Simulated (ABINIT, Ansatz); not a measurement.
# LiBeI3 (Pm-3m): zone-centre phonons, part 3 of 4

Wanted: the vibrations of LiBeI3 (Pm-3m) at Γ, by two programs.

ABINIT 10.8.3; DFT PBEsol, scalar-relativistic, plane waves, PseudoDojo norm-conserving pseudopotentials.

So far. Step 2 (Relaxing the cell and atoms): The volume changes by +0.4 % from the cell with which this run began. Step 4 (Zone-centre response): The acoustic modes at Γ come out as far as 4.1 cm⁻¹ from zero, where they should vanish, a small numerical error. The lowest optical mode is imaginary, 254i cm⁻¹, an instability at this level and on this k mesh. The relaxed cell has a = 5.337 Å (conventional setting).

The structure was built from a prototype and need not be the compound's stable phase.

### 5. Zone-centre analysis

anaddb reads the merged derivatives and imposes the acoustic sum rule.

anaddb.abi

```
ddb_filepath "gamma_DDB"
output_file "anaddb.abo"
outdata_prefix "anaddb"
asr 1
chneut 1
enunit 2
eivec 1
nph1l 1
qph1l 0.0 0.0 0.0 1.0
```

mrgddb.in

```
gamma_DDB
merged
2
dfpt_gammao_DDB
gso_DDB
```

Launch:

```console
$ mrgddb < mrgddb.in > mrgddb.log
$ OMP_NUM_THREADS=1 anaddb anaddb.abi > anaddb.log
```

anaddb.abo, the main output file:

```text
-outvars_anaddb: echo values of input variables ----------------------

 Miscellaneous information :
      enunit         2
       eivec         1
         asr         1
 First list of wavevector (reduced coord.) :
       nph1l         1
       qph1l
                     0.00000000E+00  0.00000000E+00  0.00000000E+00    1.000E+00

================================================================================

 read the DDB information and perform some checks

  ==== Info on the Cryst% object ====
 Real(R)+Recip(G) space primitive vectors, cartesian coordinates (Bohr,Bohr^-1):
 R(1)= 10.0863615  0.0000000  0.0000000  G(1)=  0.0991438  0.0000000  0.0000000
 R(2)=  0.0000000 10.0863615  0.0000000  G(2)=  0.0000000  0.0991438  0.0000000
 R(3)=  0.0000000  0.0000000 10.0863615  G(3)=  0.0000000  0.0000000  0.0991438
 Unit cell volume ucvol=  1.0261329E+03 bohr^3
 Angles (23,13,12)=  9.00000000E+01  9.00000000E+01  9.00000000E+01 degrees
 Time-reversal symmetry is present
 Reduced atomic positions [iatom, xred, symbol]:
    1)    0.0000000  0.0000000  0.0000000  Li
    2)    0.5000000  0.5000000  0.5000000  Be
    3)    0.5000000  0.5000000  0.0000000   I
    4)    0.5000000  0.0000000  0.5000000   I
    5)    0.0000000  0.5000000  0.5000000   I

 DDB file with 3 blocks has been read.

================================================================================

 Treat the first list of vectors

  Phonon wavevector (reduced coordinates) :  0.00000  0.00000  0.00000
 Phonon energies in Hartree :
  -1.150591E-03 -1.150591E-03 -1.150591E-03 -7.804671E-04 -7.804671E-04
  -7.804671E-04 -1.191259E-04 -1.191259E-04 -1.191259E-04  0.000000E+00
   0.000000E+00  0.000000E+00  4.172478E-04  4.172478E-04  4.172478E-04
 Phonon energies in meV     :
- -3.130918E+01 -3.130918E+01 -3.130918E+01 -2.123759E+01 -2.123759E+01
- -2.123759E+01 -3.241580E+00 -3.241580E+00 -3.241580E+00  0.000000E+00
-  0.000000E+00  0.000000E+00  1.135389E+01  1.135389E+01  1.135389E+01
 Phonon frequencies in cm-1    :
- -2.525255E+02 -2.525255E+02 -2.525255E+02 -1.712927E+02 -1.712927E+02
- -1.712927E+02 -2.614510E+01 -2.614510E+01 -2.614510E+01  0.000000E+00
-  0.000000E+00  0.000000E+00  9.157530E+01  9.157530E+01  9.157530E+01
 Phonon frequencies in Thz     :
- -7.570525E+00 -7.570525E+00 -7.570525E+00 -5.135227E+00 -5.135227E+00
- -5.135227E+00 -7.838105E-01 -7.838105E-01 -7.838105E-01  0.000000E+00
-  0.000000E+00  0.000000E+00  2.745359E+00  2.745359E+00  2.745359E+00
 Phonon energies in Kelvin  :
- -3.633279E+02 -3.633279E+02 -3.633279E+02 -2.464520E+02 -2.464520E+02
- -2.464520E+02 -3.761697E+01 -3.761697E+01 -3.761697E+01  0.000000E+00
-  0.000000E+00  0.000000E+00  1.317564E+02  1.317564E+02  1.317564E+02

 Eigendisplacements
 (will be given, for each mode : in cartesian coordinates
   for each atom the real part of the displacement vector,
   then the imaginary part of the displacement vector - absolute values smaller than 1.0d-7 are set to zero)
  Mode number    1   Energy   -1.150591E-03
 Attention : low frequency mode.
   (Could be unstable or acoustic mode)
-  1  0.00000000E+00  0.00000000E+00  5.72115322E-04
-     0.00000000E+00  0.00000000E+00  0.00000000E+00
-  2  0.00000000E+00  0.00000000E+00  7.66936170E-03
-     0.00000000E+00  0.00000000E+00  0.00000000E+00
-  3  0.00000000E+00  0.00000000E+00 -2.99179442E-04
-     0.00000000E+00  0.00000000E+00  0.00000000E+00
-  4  0.00000000E+00  0.00000000E+00 -1.38384167E-04
-     0.00000000E+00  0.00000000E+00  0.00000000E+00
-  5  0.00000000E+00  0.00000000E+00 -1.38384167E-04
-     0.00000000E+00  0.00000000E+00  0.00000000E+00
  Mode number    2   Energy   -1.150591E-03
 Attention : low frequency mode.
   (Could be unstable or acoustic mode)
-  1  0.00000000E+00  5.72115322E-04  0.00000000E+00
-     0.00000000E+00  0.00000000E+00  0.00000000E+00
-  2  0.00000000E+00  7.66936170E-03  0.00000000E+00
-     0.00000000E+00  0.00000000E+00  0.00000000E+00
-  3  0.00000000E+00 -1.38384167E-04  0.00000000E+00
-     0.00000000E+00  0.00000000E+00  0.00000000E+00
-  4  0.00000000E+00 -2.99179442E-04  0.00000000E+00
-     0.00000000E+00  0.00000000E+00  0.00000000E+00
-  5  0.00000000E+00 -1.38384167E-04  0.00000000E+00
-     0.00000000E+00  0.00000000E+00  0.00000000E+00
  Mode number    3   Energy   -1.150591E-03
 Attention : low frequency mode.
   (Could be unstable or acoustic mode)
-  1  5.72115322E-04  0.00000000E+00  0.00000000E+00
-     0.00000000E+00  0.00000000E+00  0.00000000E+00
-  2  7.66936170E-03  0.00000000E+00  0.00000000E+00
-     0.00000000E+00  0.00000000E+00  0.00000000E+00
-  3 -1.38384167E-04  0.00000000E+00  0.00000000E+00
-     0.00000000E+00  0.00000000E+00  0.00000000E+00
-  4 -1.38384167E-04  0.00000000E+00  0.00000000E+00
-     0.00000000E+00  0.00000000E+00  0.00000000E+00
-  5 -2.99179442E-04  0.00000000E+00  0.00000000E+00
-     0.00000000E+00  0.00000000E+00  0.00000000E+00
  Mode number    4   Energy   -7.804671E-04
 Attention : low frequency mode.
   (Could be unstable or acoustic mode)
-  1  0.00000000E+00  0.00000000E+00 -8.74109052E-03
-     0.00000000E+00  0.00000000E+00  0.00000000E+00
-  2  0.00000000E+00  0.00000000E+00  5.99190813E-04
-     0.00000000E+00  0.00000000E+00  0.00000000E+00
-  3  0.00000000E+00  0.00000000E+00 -4.63283772E-05
-     0.00000000E+00  0.00000000E+00  0.00000000E+00
-  4  0.00000000E+00  0.00000000E+00  2.40932659E-04
-     0.00000000E+00  0.00000000E+00  0.00000000E+00
-  5  0.00000000E+00  0.00000000E+00  2.40932659E-04
-     0.00000000E+00  0.00000000E+00  0.00000000E+00
  Mode number    5   Energy   -7.804671E-04
 Attention : low frequency mode.
   (Could be unstable or acoustic mode)
-  1  0.00000000E+00  8.74109052E-03  0.00000000E+00
-     0.00000000E+00  0.00000000E+00  0.00000000E+00
-  2  0.00000000E+00 -5.99190813E-04  0.00000000E+00
-     0.00000000E+00  0.00000000E+00  0.00000000E+00
-  3  0.00000000E+00 -2.40932659E-04  0.00000000E+00
-     0.00000000E+00  0.00000000E+00  0.00000000E+00
-  4  0.00000000E+00  4.63283772E-05  0.00000000E+00
-     0.00000000E+00  0.00000000E+00  0.00000000E+00
-  5  0.00000000E+00 -2.40932659E-04  0.00000000E+00
-     0.00000000E+00  0.00000000E+00  0.00000000E+00
  Mode number    6   Energy   -7.804671E-04
 Attention : low frequency mode.
   (Could be unstable or acoustic mode)
-  1  8.74109052E-03  0.00000000E+00  0.00000000E+00
-     0.00000000E+00  0.00000000E+00  0.00000000E+00
-  2 -5.99190813E-04  0.00000000E+00  0.00000000E+00
-     0.00000000E+00  0.00000000E+00  0.00000000E+00
-  3 -2.40932659E-04  0.00000000E+00  0.00000000E+00
-     0.00000000E+00  0.00000000E+00  0.00000000E+00
-  4 -2.40932659E-04  0.00000000E+00  0.00000000E+00
-     0.00000000E+00  0.00000000E+00  0.00000000E+00
-  5  4.63283772E-05  0.00000000E+00  0.00000000E+00
-     0.00000000E+00  0.00000000E+00  0.00000000E+00
  Mode number    7   Energy   -1.191259E-04
 Attention : low frequency mode.
   (Could be unstable or acoustic mode)
-  1  0.00000000E+00  0.00000000E+00  0.00000000E+00
-     0.00000000E+00  0.00000000E+00  0.00000000E+00
-  2  0.00000000E+00  0.00000000E+00  0.00000000E+00
-     0.00000000E+00  0.00000000E+00  0.00000000E+00
-  3  0.00000000E+00  0.00000000E+00  0.00000000E+00
-     0.00000000E+00  0.00000000E+00  0.00000000E+00
-  4  0.00000000E+00  0.00000000E+00  1.47016639E-03
-     0.00000000E+00  0.00000000E+00  0.00000000E+00
-  5  0.00000000E+00  0.00000000E+00 -1.47016639E-03
-     0.00000000E+00  0.00000000E+00  0.00000000E+00
  Mode number    8   Energy   -1.191259E-04
 Attention : low frequency mode.
   (Could be unstable or acoustic mode)
-  1  0.00000000E+00  0.00000000E+00  0.00000000E+00
-     0.00000000E+00  0.00000000E+00  0.00000000E+00
-  2  0.00000000E+00  0.00000000E+00  0.00000000E+00
-     0.00000000E+00  0.00000000E+00  0.00000000E+00
-  3  0.00000000E+00 -1.47016639E-03  0.00000000E+00
-     0.00000000E+00  0.00000000E+00  0.00000000E+00
-  4  0.00000000E+00  0.00000000E+00  0.00000000E+00
-     0.00000000E+00  0.00000000E+00  0.00000000E+00
-  5  0.00000000E+00  1.47016639E-03  0.00000000E+00
-     0.00000000E+00  0.00000000E+00  0.00000000E+00
  Mode number    9   Energy   -1.191259E-04
 Attention : low frequency mode.
   (Could be unstable or acoustic mode)
-  1  0.00000000E+00  0.00000000E+00  0.00000000E+00
-     0.00000000E+00  0.00000000E+00  0.00000000E+00
-  2  0.00000000E+00  0.00000000E+00  0.00000000E+00
-     0.00000000E+00  0.00000000E+00  0.00000000E+00
-  3  1.47016639E-03  0.00000000E+00  0.00000000E+00
-     0.00000000E+00  0.00000000E+00  0.00000000E+00
-  4 -1.47016639E-03  0.00000000E+00  0.00000000E+00
-     0.00000000E+00  0.00000000E+00  0.00000000E+00
-  5  0.00000000E+00  0.00000000E+00  0.00000000E+00
-     0.00000000E+00  0.00000000E+00  0.00000000E+00
  Mode number   10   Energy    0.000000E+00
 Attention : low frequency mode.
   (Could be unstable or acoustic mode)
-  1  0.00000000E+00  0.00000000E+00 -1.17599827E-03
-     0.00000000E+00  0.00000000E+00  0.00000000E+00
-  2  0.00000000E+00  0.00000000E+00 -1.17602489E-03
-     0.00000000E+00  0.00000000E+00  0.00000000E+00
-  3  0.00000000E+00  0.00000000E+00 -1.17599391E-03
-     0.00000000E+00  0.00000000E+00  0.00000000E+00
-  4  0.00000000E+00  0.00000000E+00 -1.17600143E-03
-     0.00000000E+00  0.00000000E+00  0.00000000E+00
-  5  0.00000000E+00  0.00000000E+00 -1.17600143E-03
-     0.00000000E+00  0.00000000E+00  0.00000000E+00
  Mode number   11   Energy    0.000000E+00
 Attention : low frequency mode.
   (Could be unstable or acoustic mode)
-  1  0.00000000E+00  1.17599827E-03  0.00000000E+00
-     0.00000000E+00  0.00000000E+00  0.00000000E+00
-  2  0.00000000E+00  1.17602489E-03  0.00000000E+00
-     0.00000000E+00  0.00000000E+00  0.00000000E+00
-  3  0.00000000E+00  1.17600143E-03  0.00000000E+00
-     0.00000000E+00  0.00000000E+00  0.00000000E+00
-  4  0.00000000E+00  1.17599391E-03  0.00000000E+00
-     0.00000000E+00  0.00000000E+00  0.00000000E+00
-  5  0.00000000E+00  1.17600143E-03  0.00000000E+00
-     0.00000000E+00  0.00000000E+00  0.00000000E+00
  Mode number   12   Energy    0.000000E+00
 Attention : low frequency mode.
   (Could be unstable or acoustic mode)
-  1  1.17599827E-03  0.00000000E+00  0.00000000E+00
-     0.00000000E+00  0.00000000E+00  0.00000000E+00
-  2  1.17602489E-03  0.00000000E+00  0.00000000E+00
-     0.00000000E+00  0.00000000E+00  0.00000000E+00
-  3  1.17600143E-03  0.00000000E+00  0.00000000E+00
-     0.00000000E+00  0.00000000E+00  0.00000000E+00
-  4  1.17600143E-03  0.00000000E+00  0.00000000E+00
-     0.00000000E+00  0.00000000E+00  0.00000000E+00
-  5  1.17599391E-03  0.00000000E+00  0.00000000E+00
-     0.00000000E+00  0.00000000E+00  0.00000000E+00
  Mode number   13   Energy    4.172478E-04
-  1  0.00000000E+00  0.00000000E+00 -9.57996213E-04
-     0.00000000E+00  0.00000000E+00  0.00000000E+00
-  2  0.00000000E+00  0.00000000E+00  5.56559033E-04
-     0.00000000E+00  0.00000000E+00  0.00000000E+00
-  3  0.00000000E+00  0.00000000E+00  1.68764989E-03
-     0.00000000E+00  0.00000000E+00  0.00000000E+00
-  4  0.00000000E+00  0.00000000E+00 -8.37383513E-04
-     0.00000000E+00  0.00000000E+00  0.00000000E+00
-  5  0.00000000E+00  0.00000000E+00 -8.37383513E-04
-     0.00000000E+00  0.00000000E+00  0.00000000E+00
  Mode number   14   Energy    4.172478E-04
-  1  0.00000000E+00 -9.57996212E-04  0.00000000E+00
-     0.00000000E+00  0.00000000E+00  0.00000000E+00
-  2  0.00000000E+00  5.56559033E-04  0.00000000E+00
-     0.00000000E+00  0.00000000E+00  0.00000000E+00
-  3  0.00000000E+00 -8.37383513E-04  0.00000000E+00
-     0.00000000E+00  0.00000000E+00  0.00000000E+00
-  4  0.00000000E+00  1.68764988E-03  0.00000000E+00
-     0.00000000E+00  0.00000000E+00  0.00000000E+00
-  5  0.00000000E+00 -8.37383513E-04  0.00000000E+00
-     0.00000000E+00  0.00000000E+00  0.00000000E+00
  Mode number   15   Energy    4.172478E-04
-  1  9.57996212E-04  0.00000000E+00  0.00000000E+00
-     0.00000000E+00  0.00000000E+00  0.00000000E+00
-  2 -5.56559033E-04  0.00000000E+00  0.00000000E+00
-     0.00000000E+00  0.00000000E+00  0.00000000E+00
-  3  8.37383513E-04  0.00000000E+00  0.00000000E+00
-     0.00000000E+00  0.00000000E+00  0.00000000E+00
-  4  8.37383513E-04  0.00000000E+00  0.00000000E+00
-     0.00000000E+00  0.00000000E+00  0.00000000E+00
-  5 -1.68764988E-03  0.00000000E+00  0.00000000E+00
-     0.00000000E+00  0.00000000E+00  0.00000000E+00

 Analysis of degeneracies and characters (maximum tolerance=1.00E-06 a.u.)
 For each vibration mode, or group of modes if degenerate,
 the characters are given for each symmetry operation (see the list in the log file).
 Symmetry characters of vibration mode #   1
       degenerate with vibration modes #   2 to    3
  3.0 -3.0 -1.0  1.0 -1.0  1.0 -1.0  1.0  1.0 -1.0 -1.0  1.0  1.0 -1.0 -1.0  1.0
 -0.0  0.0 -0.0  0.0  0.0 -0.0  0.0 -0.0  1.0 -1.0 -1.0  1.0 -1.0  1.0  1.0 -1.0
 -0.0  0.0  0.0 -0.0  0.0 -0.0 -0.0  0.0  1.0 -1.0  1.0 -1.0 -1.0  1.0 -1.0  1.0
 Symmetry characters of vibration mode #   4
       degenerate with vibration modes #   5 to    6
  3.0 -3.0 -1.0  1.0 -1.0  1.0 -1.0  1.0  1.0 -1.0 -1.0  1.0  1.0 -1.0 -1.0  1.0
 -0.0  0.0  0.0 -0.0 -0.0  0.0  0.0 -0.0  1.0 -1.0 -1.0  1.0 -1.0  1.0  1.0 -1.0
 -0.0  0.0 -0.0  0.0  0.0 -0.0  0.0 -0.0  1.0 -1.0  1.0 -1.0 -1.0  1.0 -1.0  1.0
 Symmetry characters of vibration mode #   7
       degenerate with vibration modes #   8 to    9
  3.0 -3.0 -1.0  1.0 -1.0  1.0 -1.0  1.0 -1.0  1.0  1.0 -1.0 -1.0  1.0  1.0 -1.0
 -0.0  0.0 -0.0  0.0  0.0 -0.0  0.0 -0.0 -1.0  1.0  1.0 -1.0  1.0 -1.0 -1.0  1.0
 -0.0  0.0  0.0 -0.0  0.0 -0.0 -0.0  0.0 -1.0  1.0 -1.0  1.0  1.0 -1.0  1.0 -1.0
 Symmetry characters of vibration mode #  10
       degenerate with vibration modes #  11 to   12
  3.0 -3.0 -1.0  1.0 -1.0  1.0 -1.0  1.0  1.0 -1.0 -1.0  1.0  1.0 -1.0 -1.0  1.0
  0.0 -0.0  0.0 -0.0 -0.0  0.0 -0.0  0.0  1.0 -1.0 -1.0  1.0 -1.0  1.0  1.0 -1.0
  0.0 -0.0 -0.0  0.0 -0.0  0.0  0.0 -0.0  1.0 -1.0  1.0 -1.0 -1.0  1.0 -1.0  1.0
 Symmetry characters of vibration mode #  13
       degenerate with vibration modes #  14 to   15
  3.0 -3.0 -1.0  1.0 -1.0  1.0 -1.0  1.0  1.0 -1.0 -1.0  1.0  1.0 -1.0 -1.0  1.0
  0.0 -0.0  0.0 -0.0 -0.0  0.0 -0.0  0.0  1.0 -1.0 -1.0  1.0 -1.0  1.0  1.0 -1.0
  0.0 -0.0 -0.0  0.0 -0.0  0.0  0.0 -0.0  1.0 -1.0  1.0 -1.0 -1.0  1.0 -1.0  1.0
-
```

The job ended after 0.7 s (1 thread of Intel Xeon at 2.70GHz, shared host).

Numbers from this step:

- highest optical zone-centre mode (no LO-TO term): 91.58 cm⁻¹
- lowest optical zone-centre mode: -252.5 cm⁻¹

No LO-TO term; unit eigenvectors of the mass-weighted matrix, from anaddb's displacements. Modes at Γ, with each element's share of the kinetic energy (negative means imaginary):

```csv
mode,frequency (cm⁻¹),symmetry,Li %,Be %,I %
1,-252.5,T1u,0,97,3
2,-252.5,T1u,0,97,3
3,-252.5,T1u,0,97,3
4,-171.3,T1u,97,1,3
5,-171.3,T1u,97,1,3
6,-171.3,T1u,97,1,3
7,-26.1,T2u,0,0,100
8,-26.1,T2u,0,0,100
9,-26.1,T2u,0,0,100
10,0.0,acoustic,2,2,96
11,0.0,acoustic,2,2,96
12,0.0,acoustic,2,2,96
13,91.6,T1u,1,1,98
14,91.6,T1u,1,1,98
15,91.6,T1u,1,1,98
```

Displacements in mode 1 (-252.5 cm⁻¹), the largest set to 1:
```
Li1  0.00  0.00  0.07
Be2  0.00  0.00  1.00
I3   0.00  0.00 -0.04
I4   0.00  0.00 -0.02
I5   0.00  0.00 -0.02
```

Displacements in mode 13 (91.6 cm⁻¹), the largest set to 1:
```
Li1  0.00  0.00 -0.57
Be2  0.00  0.00  0.33
I3   0.00  0.00  1.00
I4   0.00  0.00 -0.50
I5   0.00  0.00 -0.50
```

The rule also moves an optical mode by 1.5 cm⁻¹.

(Continued in part 4 of 4.)

[Host names and launcher messages were left out of these logs when they were recorded.]

[Logs are printed without paths, hosts, clocks, repeated set-up lines and the standing remarks that a program may print on its own settings, such as how far it seeks lower states.]

[Hosts, paths, dates, database ids (printed as entryN), source tags and the programs' standing remarks are cut or masked in the printed files.]
